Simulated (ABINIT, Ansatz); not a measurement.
# Calculated records

### How the form of the self-energy moves the gap of MgB2C2 (Pnnm)

It takes space group Pnnm (No. 58, orthorhombic). Conventional cell: a = 4.615 Å, b = 7.179 Å, c = 2.765 Å, α = 90.00°, β = 90.00°, γ = 90.00°. Nearest to Mg lie 6 C at 2.32 to 2.40 Å and 6 B at 2.42 to 2.44 Å. B has 3 C at 1.57 to 1.59 Å and 3 Mg at 2.42 to 2.44 Å nearest. C has 3 B at 1.57 to 1.59 Å and 3 Mg at 2.32 to 2.40 Å nearest. Farther neighbours, and contacts between anions beyond the nearest, are not listed.

```
Mg B C
1.0
     4.61477    0.00000    0.00000
     0.00000    7.17887    0.00000
     0.00000    0.00000    2.76530
Mg B C
2 4 4
Cartesian
  2.3074 3.5894 1.3826
  0.0000 0.0000 0.0000
  4.0769 5.2379 1.3826
  0.5378 1.9410 1.3826
  2.8452 1.6485 0.0000
  1.7695 5.5304 0.0000
  3.6248 1.5818 1.3826
  0.9900 5.5971 1.3826
  3.2974 5.1712 0.0000
  1.3174 2.0076 0.0000
```

```
method                                   : RPA screening on PBEsol, plane waves, norm-conserving pseudopotentials (and 3 further levels or steps)
program                                  : ABINIT 10.8.3
settings                                 : cutoff 38 Ha, PseudoDojo scalar-relativistic 0.4.1 standard, norm-conserving, ngkpt (4, 2, 4), nband 108, ecuteps 5.2 Ha, gwcalctyp 2, nfreqre 16, nfreqim 8, inclvkb 2, freqremax 40 eV, spmeth 1, nomegasf 120, shiftk (0, 0, 0), symchi 1, awtr 1, frequency cd, 4×2×4 k-mesh
cost                                     : 8 runs, 9.2 min in all on 8 MPI ranks of Arm Neoverse V2, shared host
notes                                    : The program’s warnings: Min real frequency set to default [Ha] = and nkpt*nsppol () is not a multiple of nproc spkpt (). The cell and positions are those that the Materials Project relaxed with its own functionals (PBE, PBE+U or r2SCAN), kept fixed. The 4×2×4 mesh is coarse for this cell, which bears on the long-range parts of exchange and screening.
G0W0, Godby-Needs plasmon pole           : 1.783 eV
G0W0, Engel-Farid plasmon pole           : 1.774 eV
G0W0, von der Linden-Horsch plasmon pole : 1.689 eV
one-shot Hartree-Fock                    : 7.534 eV
G0W0, contour deformation                : 1.817 eV
known limits                             : short of the basis limit; coarse k mesh
```

G0W0, Engel-Farid plasmon pole: −0.009 eV against G0W0, Godby-Needs plasmon pole. G0W0, von der Linden-Horsch plasmon pole: −0.094 eV against G0W0, Godby-Needs plasmon pole.

[Long decimals in the printed logs are rounded to 6 places.]

[Logs are printed without paths, hosts, clocks, repeated set-up lines and the standing remarks that a program may print on its own settings, such as how far it seeks lower states.]

[Paths, hosts, dates, memory and timing lines, banners, echoed tables and standing remarks are left out of the program output; an Ansatz launch command may be rebuilt from the run's recorded settings. Measured values are a selection of at most five: reports struck by readers or far from the other reports are left out. None is set beside runs whose start may be inverted or whose files or cutoffs have a known fault.]

[Runs of the session that timed out or met a known fault of the program may be left out.]

[Hosts, paths, dates, database ids (printed as entryN), source tags and the programs' standing remarks are cut or masked in the printed files.]

[G0W0 gaps are taken among the corrected bands and points alone; a level outside them can change the order at an edge.]

[Where Ansatz stands beside ABINIT at settings called matched, ABINIT's density can come from a denser mesh and the files from another edition; pairs whose starting gaps differed by over 0.03 eV were left out, so agreement reads better than it is.]
